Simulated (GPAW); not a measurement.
# Quasiparticle gap of SnO2 (Cassiterite) in GPAW

How does a plane-wave GW calculation on SnO2 (Cassiterite) run from the first input to the gap?

Program: GPAW 26.7.0. Level of theory: PBE and many-body steps on it, plane waves. Results are calculated unless marked as measured.

**Experimental background.**

- Gap 3.6 eV: experimental gap quoted from earlier work; bulk crystal (quoted in “Study on the Photocatalytic Properties of Flower-Shaped SnO2”, 2022, pmc:9565917).

Most raw output is cut from this account.

### Step 1. The starting structure

The structure is tetragonal, space group P4_2/mnm (No. 136). The conventional cell has a = 4.738 Å, b = 4.738 Å, c = 3.187 Å, α = 90.00°, β = 90.00°, γ = 90.00°. Nearest to Sn lie 6 O at 2.05 to 2.06 Å. Nearest to O lie 3 Sn at 2.05 to 2.06 Å. Farther neighbours and most contacts between anions are not listed.

Coordinates:

```cif
data_structure
_symmetry_space_group_name_H-M 'P4_2/mnm'
_symmetry_Int_Tables_number 136
_cell_length_a 4.7380
_cell_length_b 4.7380
_cell_length_c 3.1865
_cell_angle_alpha 90.000
_cell_angle_beta 90.000
_cell_angle_gamma 90.000
_cell_volume 71.53
loop_
_atom_site_label
_atom_site_type_symbol
_atom_site_symmetry_multiplicity
_atom_site_Wyckoff_symbol
_atom_site_fract_x
_atom_site_fract_y
_atom_site_fract_z
_atom_site_occupancy
Sn1 Sn 2 a 0.00000 0.00000 0.00000 1
O1 O 4 f 0.30710 0.30710 0.00000 1
```

The cell and positions come from the Crystallography Open Database and are kept as given unless a step says otherwise.

### Step 2. Ground state

This step: GPAW 26.7.0; DFT, PBE, plane waves, PAW.

The ground-state density comes first.

The input, run.py:

```python
import json
import numpy as np
from gpaw.mpi import world
from ase import Atoms
from gpaw import GPAW, PW, FermiDirac

atoms = Atoms(['Sn', 'Sn', 'O', 'O', 'O', 'O'],
    cell=[[4.7380000000, 0.0000000000, 0.0000000000],
      [0.0000000000, 4.7380000000, 0.0000000000],
      [0.0000000000, 0.0000000000, 3.1865000000]],
    scaled_positions=[[0.0000000000, 0.0000000000, 0.0000000000],
      [0.5000000000, 0.5000000000, 0.5000000000],
      [0.3071000000, 0.3071000000, 0.0000000000],
      [0.1929000000, 0.8071000000, 0.5000000000],
      [0.6929000000, 0.6929000000, 0.0000000000],
      [0.8071000000, 0.1929000000, 0.5000000000]],
    pbc=(True, True, True))
calc = GPAW(mode=PW(600),
    xc='PBE',
    kpts={'size': (6, 6, 8), 'gamma': True},
    occupations=FermiDirac(0.001),
    nbands=-9,
    convergence={'density': 1e-6, 'bands': -3},
    maxiter=100,
    txt='gs.txt')
atoms.calc = calc
res = {'energy': atoms.get_potential_energy()}
kpts = calc.get_ibz_k_points()
res['kpts'] = kpts
res['eigenvalues'] = [calc.get_eigenvalues(kpt=k) for k in range(len(kpts))]
res['n_electrons'] = calc.get_number_of_electrons()
calc.write('gs.gpw')

if world.rank == 0:
    with open('result.json', 'w') as f:
        json.dump(res, f, default=lambda x: x.tolist())
```

Command:

```
$ mpirun -n 12 gpaw python run.py
```

Wall time 26 s (12 MPI ranks of Arm Neoverse V1, shared host); peak memory 2 GiB.

Numbers from this step:

* total energy: -38.44 eV
* gap: 1.311 eV
* k of the valence top: 0, 0, 0
* k of the conduction bottom: 0, 0, 0
* least direct gap: 1.311 eV

The gap is direct, at Γ.

### Step 3. Empty states on the mesh, 4×4×4 mesh, 237 bands

The sums over transitions need many empty states on a uniform mesh; this step solves for them.

The input, run.py:

```python
import json
import numpy as np
from gpaw.mpi import world
from gpaw import GPAW

calc = GPAW('gs.gpw').fixed_density(kpts={'size': (4, 4, 4), 'gamma': True},
    parallel={'domain': 1, 'band': 1},
    txt='nscf.txt')
calc.diagonalize_full_hamiltonian(nbands=237)
calc.write('full.gpw', mode='all')
res = {}
kpts = calc.get_ibz_k_points()
res['kpts'] = kpts
res['eigenvalues'] = [calc.get_eigenvalues(kpt=k) for k in range(len(kpts))]
res['n_electrons'] = calc.get_number_of_electrons()

if world.rank == 0:
    with open('result.json', 'w') as f:
        json.dump(res, f, default=lambda x: x.tolist())
```

Command:

```
$ mpirun -n 12 gpaw python run.py
```

It took 44 s on 12 MPI ranks; peak memory 6.9 GiB.

This step gave:

```yaml
gap: 1.311 eV
k_of_the_valence_top: 0, 0, 0
k_of_the_conduction_bottom: 0, 0, 0
least_direct_gap: 1.311 eV
k_points_computed: 21
lowest_point_of_the_top_converged_band_above_the_valence_top: 109.0273 eV
```

On this mesh the gap is 1.311 eV.

### Step 4. Screening and self-energy, 4×4×4 mesh, 227 bands, screening to 125 eV

Now the one-shot GW correction: screening in the RPA, then the self-energy of the levels asked for.

This step: G0W0 on PBE, plane waves, PAW.

The input, run.py:

```python
import json
import numpy as np
from gpaw.mpi import world
from gpaw.response.g0w0 import G0W0

gw = G0W0('full.gpw',
    filename='gw',
    kpts=[0],
    bands=(24, 28),
    ecut=125,
    nbands=227,
    integrate_gamma='WS',
    ppa=True)
gw.calculate()
res = {mode: {k: v for k, v in r.items() if k != 'sigma_eskwn'}
       for mode, r in gw.all_results.items()}

if world.rank == 0:
    with open('result.json', 'w') as f:
        json.dump(res, f, default=lambda x: x.tolist())
```

Command:

```
$ mpirun -n 12 gpaw python run.py
```

The job ended after 2.7 min (12 MPI ranks; peak memory 4.5 GiB).

This step gave:

| Quantity | Value |
| --- | --- |
| G0W0 gap on the points computed | 3.077 eV |
| least direct G0W0 gap on the computed points | 3.077 eV |
| Z at the valence top | 0.7774 |
| Z at the conduction bottom | 0.8381 |
| starting gap on the mesh | 1.311 eV |
| k of the valence top | 0, 0, 0 |
| k of the conduction bottom | 0, 0, 0 |

The gap on the mesh goes from 1.31 eV to 3.08 eV, a correction of +1.77 eV.

Limits: finite bands, cutoff and mesh; no spin-orbit coupling; coarse k mesh. v1 is the top filled band, c1 the lowest empty one. Levels before and after the correction, in eV, zero at the valence-band top of each column:

|  | conduction bottom | valence top |
| --- | --- | --- |
| Kohn-Sham | 1.31 | 0.00 |
| G0W0 | 3.08 | 0.00 |

|  | level | energy (eV) |
| --- | --- | --- |
| Kohn-Sham | Γ v2 | -0.772 |
| Kohn-Sham | Γ v1 | 0.000 |
| Kohn-Sham | Γ c1 | 1.311 |
| Kohn-Sham | Γ c2 | 6.184 |
| G0W0 | Γ v2 | -0.729 |
| G0W0 | Γ v1 | 0.000 |
| G0W0 | Γ c1 | 3.077 |
| G0W0 | Γ c2 | 8.324 |

### Step 5. Where the time went

Times are wall times on 12 MPI ranks of Arm Neoverse V1, shared host, good to a factor of about two.

| step | time | share | memory (GiB) |
| --- | --- | --- | --- |
| ground state | 26 s | 11 % | 2.0 |
| empty states on the mesh | 44 s | 19 % | 6.9 |
| screening and self-energy | 2.7 min | 70 % | 4.5 |

### Step 6. Summary of results

```json
{
 "PBE gap": "1.31 eV, direct",
 "G0W0 gap on the mesh": "3.08 eV",
 "GW settings": "4×4×4 mesh, 227 bands, screening to 125 eV, Godby-Needs plasmon pole",
 "known limits": "not at the basis limit; no spin-orbit coupling; coarse k mesh"
}
```

In words: G0W0 moves the gap on the mesh from 1.31 eV to 3.08 eV (+1.77 eV), with Z of 0.78 and 0.84 at the edges. Only 1 of the mesh's irreducible points was corrected, so a valley elsewhere could overtake. The dearest step here is «screening and self-energy». Against experiment, by G0W0@PBE: the gap of 3.08 eV lies −0.52 eV from the measured 3.6 eV (kind not stated, quoted 2022). The calculation has static nuclei and no excitons; a measured gap holds zero-point and thermal motion, which mostly lowers it. Against the values above the computed gap that would widen the miss. An edge that is forbidden or weak in absorption could explain it, and so could too strong a screening: the start's gap is only 1.31 eV, the mesh is coarse, and one shot does not repair that. Bands and cutoff are finite, so the gap is not at the basis limit. The miss can reach some tenths of an eV and take either sign; the mesh is an error of its own. These stock PAW sets were not made for GW. In the G0W0 run levels were corrected at 1 k point alone, so a gap called «on the mesh» is the least over those, and an edge elsewhere would be missed. The 4×4×4 mesh is coarse for this cell, which bears on the long-range parts of exchange and screening. The many-body steps are scalar-relativistic: spin-orbit coupling is not in them.

[Paths, hosts, dates, memory and timing lines, banners, echoed tables and standing remarks are left out of the program output.]

[Logs are printed without paths, hosts, clocks, repeated set-up lines and the standing remarks that a program may print on its own settings, such as how far it seeks lower states.]

[Runs of the session that timed out or met a known fault of the program may be left out.]

[Hosts, paths, dates, database ids (printed as entryN), source tags and the programs' standing remarks are cut or masked in the printed files.]
